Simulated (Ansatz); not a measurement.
# A hypothetical structure for CuWN2

Starting from a made-up structure for CuWN2, the aim is the relaxed cell, its shortest contacts and, where a second run follows, its electronic structure.

Main program and level: Ansatz 0.2.0; DFT, PBEsol, plane-wave PAW, files of the set soft_1, scalar-relativistic, ferromagnetic start, cell and ions relaxed at zero pressure; PAW set soft_1, in the first sound run; inputs show where later runs differ.

## (1) Set-up

The structure is trigonal, space group R-3m (No. 166). Conventional cell: a = 3.278 Å, b = 3.278 Å, c = 18.680 Å, α = 90.00°, β = 90.00°, γ = 120.00°. Nearest to W lie 6 N at 2.11 Å. Nearest to Cu lie 2 N at 2.19 Å. Nearest to N lie 3 W at 2.11 Å and 1 Cu at 2.19 Å. Farther neighbours and most contacts between anions are not listed.

As a file:

```cif
data_structure
_symmetry_space_group_name_H-M 'R-3m:H'
_symmetry_Int_Tables_number 166
_cell_length_a 3.2780
_cell_length_b 3.2780
_cell_length_c 18.6800
_cell_angle_alpha 90.000
_cell_angle_beta 90.000
_cell_angle_gamma 120.000
_cell_volume 173.83
loop_
_atom_site_label
_atom_site_type_symbol
_atom_site_symmetry_multiplicity
_atom_site_Wyckoff_symbol
_atom_site_fract_x
_atom_site_fract_y
_atom_site_fract_z
_atom_site_occupancy
W1 W 3 b 0.33333 0.66667 0.16667 1
Cu1 Cu 3 a 0.00000 0.00000 0.00000 1
N1 N 6 c 0.66667 0.33333 0.21633 1
```

## (2) Relaxation of the guess

The guessed cell has no reason to be at equilibrium. It is relaxed with the atoms, within the space group of the guess.

input.yaml

```yaml
crystal:
  lattice:
    - [1.639, 0.946277091, 6.226666667]
    - [-1.639, 0.946277091, 6.226666667]
    - [0.0, -1.892554182, 6.226666667]
  atoms:
    - { symbol: W, position: [0.5, 0.5, 0.5] }
    - { symbol: Cu, position: [0.0, 0.0, 0.0], spin: 0.6 }
    - { symbol: "N", position: [0.882999998, 0.882999998, 0.882999998] }
    - { symbol: "N", position: [0.117000002, 0.117000002, 0.117000002] }
magnetization:
  spin_polarized: true
kpoints:
  mp_grid: { grid: [9, 9, 9] }
scf:
  occupations: { method: fermi_dirac, width: 0.05 }
hamiltonian:
  xc: pbesol
  pseudopotentials: { kind: paw, azcp: { folder: soft_1 }, xc_functional: pbe }
relax:
  f_tol: 0.015
  max_steps: 70
  cell: {}
output:
  forces: true
  stress: true
```

Launch:

```
> ansatz run input.yaml --threads 4 --pin off --max-ram 8192MiB --backend cpu --events-out ev --progress --plain --runs-dir out
```

Numbers of over 12 decimals in the logs are rounded to 6 here.

Output:

```text
basis.fft_grid_basis auto: the FFT boxes are laid along the combinations [[1, 0, -1], [0, 1, -1], [0, 0, 1]] of the cell's own vectors, 3.278, 3.278 and 6.508 Å long. The dense box has 24×24×45 points. Along the cell's own vectors, as sized, it would have 45×45×45, 3.52 times as many. Of the 12 symmetry operations that the crystal satisfies within crystal.symmetry.tolerance (time reversal apart; of a slab, those that [...]
Engine: ansatz 0.2.0, x86_64-unknown-linux-gnu
Pseudopotentials: kind: paw
Pseudopotential: W, paw, valence charge 14, recommended cutoff 420 eV (normal), soft_1/W.paw.azcp
Pseudopotential: Cu, paw, valence charge 19, recommended cutoff 420 eV (normal), soft_1/Cu.paw.azcp
Pseudopotential: N, paw, valence charge 5, recommended cutoff 420 eV (normal), soft_1/N.paw.azcp
Functional definition: PBEsol
  exchange = pbesol_x
  correlation = pbesol_c
Crystal: 4 atoms, lattice volume = 57.943 Å³
Basis set: ecut = 420 eV, 1155 PW (Γ), FFT grids on a1−a3, a2−a3, a3, exchange–correlation on 48×48×90 points (8 copies of the dense FFT grid, shifted against one another)
Bands: 27, of which v1, the nominal top of the filled ones, is band 22 counted from 1 (21 counted from 0)
Symmetry: 12 space group operations
Space group: R-3m (ITA 166), of the structure as read, at distance tolerance 3.9e-5 Å
Magnetic group: BNS 166.97 (UNI 1327), of the structure as read, at distance tolerance 3.9e-5 Å
k-points: 85 of 729
Non-local potential: W, projectors of the file, l = 0: 3, l = 1: 2, l = 2: 2, l = 3: 1
Non-local potential: Cu, projectors of the file, l = 0: 3, l = 1: 2, l = 2: 3, l = 3: 1
Non-local potential: N, projectors of the file, l = 0: 2, l = 1: 2, l = 2: 1
PAW form: soft (Blöchl's): semilocal exchange-correlation on the pseudo side does not see the compensation charge
PAW frozen core: W, regenerated for the run's functional, and the local potential with it (the file was generated under x = pbe(κ = 0.804, μ = 0.219515), c = pbe(β = 0.066725))
PAW frozen core: Cu, regenerated for the run's functional, and the local potential with it (the file was generated under x = pbe(κ = 0.804, μ = 0.219515), c = pbe(β = 0.066725))
PAW frozen core: N, regenerated for the run's functional, and the local potential with it (the file was generated under x = pbe(κ = 0.804, μ = 0.219515), c = pbe(β = 0.066725))
PAW one-centre angular grid: W, 590 points (default); XC on 64 Gauss nodes
PAW one-centre angular grid: Cu, 590 points (default); XC on 64 Gauss nodes
PAW one-centre angular grid: N, 110 points (default); XC on 64 Gauss nodes
Initial density: superposition of atomic densities (chi_scale 0.1, normalization cell, long waves kept (reshape's long-wave potential 0.93 eV rms))
Starting moments: Σ|m| = 0.6 μB on 1 of 4 sites
Initial wavefunctions: pseudopotential atomic-orbital guess
Functional: x = pbesol(κ = 0.804, μ = 0.123457), c = pbesol(β = 0.046)
SCF iter   1: F=—  HF=-17608.540053 eV  |F-HF|=—  |Δ(HF+E_count)|=         —  Δρ=1.16e-1 (↑7.00e-2 ↓1.16e-1)  dr2=3.45e1  dr2_m=7.92e-1  M=0.070 μB ∫|m|=0.072 μB  β_m=0.30  ethr=3.10e-3  ⟨swp⟩=5.7  Hψ=16466  notcnv=0
preconditioner: auto → Kerker (q_TF=auto, 2.596 Å⁻¹)  [metal: Δε(μ)=0.005 eV  Ē_g=10.004 eV  σ=0.050 eV  W_gap=0.02  n_scr=22 (ndim 8)  ℏωp=25.3 eV  f_vac=0.002  D(μ)=1.48/eV (n_scr^D=4)]
spin=Collinear: Kerker preconditioning applied to the charge; magnetization (m = ρ↑ − ρ↓) channel mixes plain (no charge-response kernel on spin).
SCF iter   2: F=—  HF=-17604.000580 eV  |F-HF|=—  |Δ(HF+E_count)|=    4.54e0  Δρ=5.78e-2 (↑4.08e-2 ↓5.78e-2)  dr2=1.45e1  dr2_m=3.75e-1  M=0.076 μB ∫|m|=0.078 μB  β_m=0.30  ethr=3.10e-3  ⟨swp⟩=2.9  Hψ=10401  notcnv=0  defer=170
SCF iter   3: F=—  HF=-17602.109735 eV  |F-HF|=—  |Δ(HF+E_count)|=    1.89e0  Δρ=3.82e-2 (↑3.82e-2 ↓2.43e-2)  dr2=2.11e0  dr2_m=1.87e-1  M=0.060 μB ∫|m|=0.067 μB  β_m=0.30  ethr=3.10e-3  ⟨swp⟩=3.1  Hψ=9454  notcnv=0  defer=48
SCF iter   4: F=—  HF=-17602.037064 eV  |F-HF|=—  |Δ(HF+E_count)|=   7.27e-2  Δρ=2.37e-2 (↑1.46e-2 ↓2.37e-2)  dr2=1.77e0  dr2_m=1.05e-1  M=0.054 μB ∫|m|=0.058 μB  β_m=0.30  ethr=3.10e-3  ⟨swp⟩=2.3  Hψ=8240  notcnv=0  defer=4
SCF iter   5: F=—  HF=-17602.028479 eV  |F-HF|=—  |Δ(HF+E_count)|=   8.59e-3  Δρ=3.62e-2 (↑3.62e-2 ↓1.95e-2)  dr2=1.47e0  dr2_m=4.56e-2  M=0.037 μB ∫|m|=0.056 μB  β_m=0.30  ethr=3.10e-3  ⟨swp⟩=3.2  Hψ=8702  notcnv=0  defer=4
SCF iter   6: F=—  HF=-17601.896561 eV  |F-HF|=—  |Δ(HF+E_count)|=   1.32e-1  Δρ=1.27e-2 (↑1.27e-2 ↓6.45e-3)  dr2=1.25e-1  dr2_m=3.18e-2  M=0.027 μB ∫|m|=0.038 μB  β_m=0.30  ethr=3.10e-3  ⟨swp⟩=2.0  Hψ=6746  notcnv=0
SCF iter   7: F=—  HF=-17601.845137 eV  |F-HF|=—  |Δ(HF+E_count)|=   5.14e-2  Δρ=8.30e-3 (↑5.74e-3 ↓8.30e-3)  dr2=4.05e-2  dr2_m=1.74e-2  M=0.022 μB ∫|m|=0.032 μB  β_m=0.30  ethr=2.91e-4  ⟨swp⟩=2.2  Hψ=7991  notcnv=0
Mixer restart at iter 7: flushing history
spin-set hold released at iteration 7 (site moments contracting): the magnetisation degrees of freedom join the quasi-Newton model from the next iteration; the mixer history was flushed
SCF iter   8: F=—  HF=-17601.854033 eV  |F-HF|=—  |Δ(HF+E_count)|=   8.90e-3  Δρ=8.45e-3 (↑2.87e-3 ↓8.45e-3)  dr2=3.19e-2  dr2_m=1.00e-2  M=0.018 μB ∫|m|=0.026 μB  β_m=0.65  ethr=9.41e-5  ⟨swp⟩=1.8  Hψ=6250  notcnv=0
SCF iter   9: F=—  HF=-17601.872616 eV  |F-HF|=—  |Δ(HF+E_count)|=   1.86e-2  Δρ=3.88e-3 (↑3.88e-3 ↓1.04e-3)  dr2=8.89e-3  dr2_m=1.24e-3  M=0.010 μB ∫|m|=0.015 μB  β_m=0.71  ethr=7.43e-5  ⟨swp⟩=2.2  Hψ=8450  notcnv=0
SCF iter  10: F=—  HF=-17601.871308 eV  |F-HF|=—  |Δ(HF+E_count)|=   1.31e-3  Δρ=3.62e-3 (↑3.62e-3 ↓3.52e-3)  dr2=2.45e-2  dr2_m=4.89e-6  M=0.005 μB ∫|m|=0.006 μB  β_m=0.58  ethr=2.07e-5  ⟨swp⟩=2.0  Hψ=9006  notcnv=0
SCF iter  11: F=—  HF=-17601.867561 eV  |F-HF|=—  |Δ(HF+E_count)|=   3.75e-3  Δρ=7.84e-4 (↑7.84e-4 ↓6.86e-4)  dr2=1.49e-3  dr2_m=3.52e-6  M=0.004 μB ∫|m|=0.005 μB  β_m=0.55  ethr=2.07e-5  ⟨swp⟩=2.0  Hψ=6790  notcnv=0
SCF iter  12: F=—  HF=-17601.867637 eV  |F-HF|=—  |Δ(HF+E_count)|=   7.59e-5  Δρ=2.25e-4 (↑2.25e-4 ↓2.07e-4)  dr2=1.92e-4  dr2_m=9.77e-6  M=0.004 μB ∫|m|=0.005 μB  β_m=0.78  ethr=3.47e-6  ⟨swp⟩=2.0  Hψ=5689  notcnv=0
SCF iter  13: F=—  HF=-17601.867670 eV  |F-HF|=—  |Δ(HF+E_count)|=   3.36e-5  Δρ=9.27e-5 (↑9.27e-5 ↓8.45e-5)  dr2=3.06e-5  dr2_m=2.35e-7  M=0.002 μB ∫|m|=0.003 μB  β_m=0.89  ethr=4.46e-7  ⟨swp⟩=2.0  Hψ=5637  notcnv=0
SCF iter  14: F=—  HF=-17601.867608 eV  |F-HF|=—  |Δ(HF+E_count)|=   6.23e-5  Δρ=8.02e-5 (↑8.02e-5 ↓5.38e-5)  dr2=1.04e-5  dr2_m=1.69e-7  M=0.001 μB ∫|m|=0.002 μB  β_m=0.94  ethr=7.11e-8  ⟨swp⟩=1.7  Hψ=5302  notcnv=0
[...]
relax step   5: F+E_penalty+E_count = -17603.82871902 eV  Δ(F+E_penalty+E_count) = -9.989e-3 eV  max|allowed force component| = 4.693e-2 eV/Å  Δτ_max = 0.0024 Å  P = -0.394 GPa  Ω = 45.214 Å³  energy of the carried Pulay correction = +2.224e-2 eV  (8 SCF iters, dr2 threshold 4.00e-7 eV, accepted)
[...]
relax step   6: F+E_penalty+E_count = -17603.82915110 eV  Δ(F+E_penalty+E_count) = -4.321e-4 eV  max|allowed force component| = 7.781e-3 eV/Å  Δτ_max = 0.0023 Å  P = +0.070 GPa  Ω = 45.107 Å³  energy of the carried Pulay correction = +2.245e-2 eV  (7 SCF iters, dr2 threshold 4.00e-7 eV, accepted)
[...]
relax step   7: F+E_penalty+E_count = -17603.82913104 eV  Δ(F+E_penalty+E_count) = +2.006e-5 eV  max|allowed force component| = 3.133e-3 eV/Å  Δτ_max = 0.0003 Å  P = -0.023 GPa  Ω = 45.119 Å³  energy of the carried Pulay correction = +2.243e-2 eV  (5 SCF iters, dr2 threshold 1.38e-8 eV, accepted)
[...]
relax step   8: F+E_penalty+E_count = -17603.82141222 eV  Δ(F+E_penalty+E_count) = +7.719e-3 eV  max|allowed force component| = 2.536e-3 eV/Å  Δτ_max = 0.0000 Å  P = -0.319 GPa  Ω = 45.119 Å³  stress off target by 3.32e-1 GPa  SCF on the basis re-selected at this cell (its energy is not comparable with the rows above)  (9 SCF iters)
[...]
relax step   9: F+E_penalty+E_count = -17603.82159344 eV  Δ(F+E_penalty+E_count) = -1.812e-4 eV  max|allowed force component| = 7.546e-4 eV/Å  Δτ_max = 0.0005 Å  P = +0.003 GPa  Ω = 45.055 Å³  energy of the carried Pulay correction = +1.170e-4 eV  (6 SCF iters, dr2 threshold 2.76e-7 eV, accepted)
iter 1 solved again at ethr=2.13e-7 eV; its pass at ethr=3.10e-3 eV (dr2=9.15e-5 eV) is discarded
SCF iter   1: F=—  HF=-17603.821454 eV  |F-HF|=—  |Δ(HF+E_count)|=         —  Δρ=4.23e-6 (↑4.23e-6 ↓4.20e-6)  dr2=1.91e-8  dr2_m=2.09e-12  M=-0.000 μB ∫|m|=0.000 μB  β_m=0.30  ethr=2.13e-7  ⟨swp⟩=3.0  Hψ=29302  notcnv=0
eigensolver tolerance schedule: the retry pair's looser diagonalisation over-reported the residual by 4785.38 of it (diagonalisation noise at 0.49 of the residual, at the tolerance the schedule requests for it); recorded, not acted on — ethr = c·dr2/N_el stays at c = 1.0e-1
preconditioner: auto → Kerker (q_TF=auto, 2.707 Å⁻¹)  [metal: Δε(μ)=0.012 eV  Ē_g=9.190 eV  σ=0.050 eV  W_gap=0.06  n_scr=16 (ndim 8)  ℏωp=28.7 eV  f_vac=0.000  D(μ)=1.71/eV (n_scr^D=16)]
spin=Collinear: Kerker preconditioning applied to the charge; magnetization (m = ρ↑ − ρ↓) channel mixes plain (no charge-response kernel on spin).
SCF iter   2: F=—  HF=-17603.821455 eV  |F-HF|=—  |Δ(HF+E_count)|=   7.55e-7  Δρ=6.76e-6 (↑6.71e-6 ↓6.76e-6)  dr2=4.42e-8  dr2_m=1.18e-12  M=0.000 μB ∫|m|=0.000 μB  β_m=0.41  ethr=4.44e-11  ⟨swp⟩=3.0  Hψ=9444  notcnv=0
SCF iter   3: F=—  HF=-17603.821455 eV  |F-HF|=—  |Δ(HF+E_count)|=   5.14e-9  Δρ=1.97e-6 (↑1.96e-6 ↓1.97e-6)  dr2=2.62e-9  dr2_m=4.67e-13  M=0.000 μB ∫|m|=0.000 μB  β_m=0.60  ethr=4.44e-11  ⟨swp⟩=2.0  Hψ=5780  notcnv=0
SCF iter   4: F=—  HF=-17603.821455 eV  |F-HF|=—  |Δ(HF+E_count)|=   1.37e-9  Δρ=9.44e-7 (↑9.44e-7 ↓9.42e-7)  dr2=1.37e-9  dr2_m=2.01e-14  M=0.000 μB ∫|m|=0.000 μB  β_m=0.52  ethr=6.09e-12  ⟨swp⟩=2.0  Hψ=8260  notcnv=0
SCF iter   5: F=—  HF=-17603.821455 eV  |F-HF|=—  |Δ(HF+E_count)|=  4.58e-10  Δρ=5.07e-7 (↑5.06e-7 ↓5.07e-7)  dr2=4.54e-10  dr2_m=5.08e-15  M=0.000 μB ∫|m|=0.000 μB  β_m=0.76  ethr=3.18e-12  ⟨swp⟩=2.0  Hψ=6226  notcnv=0
SCF iter   6: F=—  HF=-17603.821455 eV  |F-HF|=—  |Δ(HF+E_count)|=  3.42e-10  Δρ=5.41e-7 (↑5.41e-7 ↓5.41e-7)  dr2=5.33e-10  dr2_m=2.31e-15  M=0.000 μB ∫|m|=0.000 μB  β_m=0.88  ethr=1.06e-12  ⟨swp⟩=2.0  Hψ=5970  notcnv=0
SCF iter   7: F=—  HF=-17603.821455 eV  |F-HF|=—  |Δ(HF+E_count)|=  1.82e-11  Δρ=8.12e-8 (↑8.11e-8 ↓8.12e-8)  dr2=4.18e-11  dr2_m=3.16e-16  M=0.000 μB ∫|m|=0.000 μB  β_m=0.92  ethr=1.06e-12  ⟨swp⟩=2.0  Hψ=5127  notcnv=0
SCF iter   8: F=-17603.821455 eV  HF=-17603.821455 eV  |F-HF|=0.00e0  |Δ(HF+E_count)|=  3.64e-12  Δρ=4.28e-8 (↑4.27e-8 ↓4.28e-8)  dr2=6.61e-12  dr2_m=7.84e-17  M=0.000 μB ∫|m|=0.000 μB  ethr=1.00e-12  ⟨swp⟩=3.4  Hψ=11310  notcnv=0
the starting moments were not kept: the SCF closed with an absolute magnetisation of 5.5e-9 μB, where they sum to 0.6 μB in size (1 site). That is at most 0.1 of that sum. Measured as dr2_m measures the in/out step, that magnetisation stands 3.9e-18 eV from none, at or under the dr2_threshold of 4.0e-11 eV: it is no larger than a step whose dr2_m would equal this threshold.
SCF 10 converged in 8 iterations: F = -17603.821455 eV  dr2 = 6.61e-12
relax step  10: F+E_penalty+E_count = -17603.82145497 eV  Δ(F+E_penalty+E_count) = +1.385e-4 eV  max|allowed force component| = 7.926e-4 eV/Å  Δτ_max = 0.0000 Å  P = -0.000 GPa  Ω = 45.055 Å³  stress off target by 9.68e-4 GPa  SCF on the basis re-selected at this cell (its energy is not comparable with the rows above)  (8 SCF iters)
basis re-selected at this cell: Δ(F+E_penalty+E_count) = +1.385e-4 eV, ΔP = -0.004 GPa vs the last step (what re-selecting the basis moved, of the pressure what is left beyond the Pulay correction that the steps carried, after the strain that the cell walked since its last selection, with what the two solves' SCF thresholds leave and, on support functions, any second-order correction that the steps lacked; it is no m [...]
SCF converged after 8 iterations
Magnetization: 0.0000 μB (21.5000 up, 21.5000 down)
Absolute magnetization: 0.0000 μB (∫|ρ↑−ρ↓|, with the PAW one-centre terms)
Spin contamination: 0.0000 ħ² per cell (⟨S²⟩ above its minimum at these occupations)
Per-site moments (μB) at R_I (Å): [(1.0456932497060793e-9, 0.851519), (7.919484637530249e-10, 0.760408), (2.708104364055853e-10, 0.760408), (2.7081032054570196e-10, 0.760408)]
Free energy (F): -17603.821455 eV
Harris-Foulkes:  -17603.821455 eV  (|F-HF|=0.00e0)
Internal energy: -17603.807092 eV  (E = F + TS)
E sigma→0 (E₀):  -17603.814273 eV
Entropy (-TS):   -0.014363 eV (-3.591 meV/atom)
Fermi energy:    14.618928 eV
--- Per-component energies (eV) ---
  E_band       = -543.890500
  E_kinetic    = 937.543864
  E_local      = -6301.791709  (includes V_loc(G=0)·N_el)
  E_nonlocal   = 940.061540
  E_hartree    = 2646.137958
  E_xc         = -450.469931
  E_vxc        = -467.533947  (∫ρ·V_xc dr)
  E_paw        = -10476.050608  (= ΣΔE_a)
  E_vpaw       = -944.449099  (= ΣTr[D̂ρ^β])
  E_aug_tail   = 0.002967  (compensation charges beyond the density's cutoff)
  E_ewald      = -4899.725430
  E_core_change = 0.484258  (= ΣΔE_core)
  E_smearing   = -0.014363  (= −TS)
  E_closure    = -0.000000  (closes the sum)
  Σ components = -17603.821455   (vs F -17603.821455, Δ=0.00e0)
--- Forces (eV/Å), atoms counted from 1 ---
  atom   1  W      0.00000000    -0.00000000     0.00000000
  atom   2  Cu    -0.00000000     0.00000000     0.00000000
  atom   3  N      0.00000000    -0.00000000     0.00079262
  atom   4  N      0.00000000     0.00000000    -0.00079262
  max |Σ_I F_I| component: 1.08e-19 eV/Å
--- Stress (GPa, compression-positive) ---
       -0.000968       0.000000      -0.000000
        0.000000      -0.000968      -0.000000
       -0.000000       0.000000       0.000638
  P = ⅓ Tr σ = -0.0004 GPa (-0.004 kbar)
--- Relaxed structure (8 steps of the walk, 8 accepted, 2 SCFs on fresh bases) ---
  F+E_penalty+E_count = -17603.82145497 eV   max|allowed force component| = 7.926e-4 eV/Å   (the final SCF, on the basis selected at the relaxed cell)
  cell:  # Å, volume = 45.0550 Å³
    - [1.466433, 0.846646, 6.048224]
    - [-1.466433, 0.846646, 6.048224]
    - [0, -1.693291, 6.048224]
  atoms:
    - { symbol: W, position: [0.5, 0.5, 0.500000] }
    - { symbol: Cu, position: [7.313140991748428e-19, 7.313140991748421e-19, 7.313140991748397e-19] }
    - { symbol: N, position: [0.898405, 0.898405, 0.898405] }
    - { symbol: N, position: [0.101595, 0.101595, 0.101595] }
```

The job ended after 61 s (4 threads of Intel Xeon Platinum 8259CL at 2.50GHz (Skylake/Cascade Lake), shared host; peak memory 0.58 GiB; 3.3 min of CPU time).

The steps of the relaxation:

| step | energy less that of the first step (eV) | largest force component (eV/Å) | pressure (GPa) | volume (Å³) |
| --- | --- | --- | --- | --- |
| 1 | 0.0000 | 1.6961 | -23.73 | 57.94 |
| 2 | -1.1652 | 2.1999 | -13.39 | 51.42 |
| 3 | -1.9010 | 0.7208 | -0.67 | 45.56 |
| 4 | -1.9511 | 0.1101 | -1.24 | 45.20 |
| 5 | -1.9611 | 0.0469 | -0.39 | 45.21 |
| 6 | -1.9615 | 0.0078 | 0.07 | 45.11 |
| 7 | -1.9615 | 0.0031 | -0.02 | 45.12 |
| 8* | -1.9538 | 0.0025 | -0.32 | 45.12 |
| 9 | -1.9540 | 0.0008 | 0.00 | 45.06 |
| 10* | -1.9538 | 0.0008 | 0.00 | 45.06 |

Relaxation steps marked * repeat the geometry before them on a plane-wave basis chosen anew for their cell, so energy and pressure can jump there.

The run keeps the 12 symmetry operations that it works with, so distortions that break them were not tested.

| conventional cell, symmetrised | before | after | change |
| --- | --- | --- | --- |
| a (Å) | 3.278 | 2.933 | -10.5 % |
| b (Å) | 3.278 | 2.933 | -10.5 % |
| c (Å) | 18.680 | 18.145 | -2.9 % |
| volume (Å³/atom) | 14.49 | 11.26 | -22.2 % |

The atoms that moved most (Å, as changes of fractional coordinates times the final cell):

| atom | dx | dy | dz | length |
| --- | --- | --- | --- | --- |
| N4 | 0.000 | 0.000 | -0.280 | 0.280 |
| N3 | 0.000 | 0.000 | 0.280 | 0.280 |

Final coordinates:

```xyz
4
Lattice="1.4664 0.8466 6.0482 -1.4664 0.8466 6.0482 0.0000 -1.6933 6.0482" Properties=species:S:1:pos:R:3 pbc="T T T"
W     0.0000    0.0000    9.0723
Cu    0.0000    0.0000    0.0000
N     0.0000    0.0000   16.3013
N     0.0000    0.0000    1.8434
```

This step gave:

* free energy: -17603.8215 eV
* energy at zero smearing: -17603.8143 eV
* smearing term TS: 0.01436 eV
* Fermi energy: 14.62 eV
* electrons: 43
* symmetry operations: 12
* pressure: -4.33e-4 GPa

Shortest distances by pair of elements, guess and relaxed (not always the same contact):

| pair | guess (Å) | relaxed (Å) |
| --- | --- | --- |
| Cu–N | 2.186 | 1.843 |
| N–W | 2.108 | 2.064 |
| N–N | 2.650 | 2.906 |
| W–W | 3.278 | 2.933 |
| Cu–Cu | 3.278 | 2.933 |

The relaxation ends with a largest force component of 7.9e-4 eV/Å and a pressure of 0.00 GPa. No moment survives the cycle: this start ends non-magnetic.

(Part 1 of 2 ends here.)

[Logs are printed without paths, hosts, clocks, repeated set-up lines and the standing remarks that a program may print on its own settings, such as how far it seeks lower states.]

[Hosts, paths, dates, database ids (printed as entryN), source tags and the programs' standing remarks are cut or masked in the printed files.]
